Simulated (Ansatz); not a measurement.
CsSnI3 (Pm-3m), computed twice by G0W0.

```
Cs Sn I
1.0
     6.28623    0.00000    0.00000
     0.00000    6.28623    0.00000
     0.00000    0.00000    6.28623
Cs Sn I
1 1 3
Direct
  0.50000 0.50000 0.50000
  0.00000 0.00000 0.00000
  0.50000 0.00000 0.00000
  0.00000 0.00000 0.50000
  0.00000 0.50000 0.00000
```

The cell and positions are those that the Materials Project relaxed with its own functionals (PBE, PBE+U or r2SCAN), kept fixed. Spin-orbit coupling is left out unless a run names it.

The first (Ansatz 0.2.0; start PBE, 2×2×2 mesh, 564 empty bands, screening to 100 eV, norm-conserving files; 1 × NVIDIA H100 80GB HBM3 (shared by 6 runs) with 3 threads of AMD EPYC 7R13 (Zen 3), shared host) gave, on its mesh: starting gap 0.40 eV, G0W0 gap 0.83 eV, RPA ε∞ (mean) 175.47, 15 s.

Question: The second changes start from PBE to LDA and files from norm-conserving to PAW set soft_1. What does it give?

It gave: starting gap 0.35 eV, G0W0 gap 0.90 eV, RPA ε∞ (mean) 250.99, 9.9 s. The G0W0 gap moves by +0.06 eV, −0.05 eV from the start and +0.12 eV from the correction. Σc changes by −0.10 eV at the valence top and −0.13 eV at the conduction bottom, and Σx − Vxc between them by +0.15 eV.

Limits: not at the basis limit; screening runs away on this mesh; no spin-orbit coupling; coarse k mesh.

[Paths, hosts, dates, memory and timing lines, banners, echoed tables and standing remarks are left out of the program output.]

[Logs are printed without paths, hosts, clocks, repeated set-up lines and the standing remarks that a program may print on its own settings, such as how far it seeks lower states.]

[Runs of the session that timed out or met a known fault of the program may be left out.]

[Cells called generated may have been cut or substituted from an entry of the Crystallography Open Database or the Materials Project.]

[Hosts, paths, dates, database ids (printed as entryN), source tags and the programs' standing remarks are cut or masked in the printed files.]
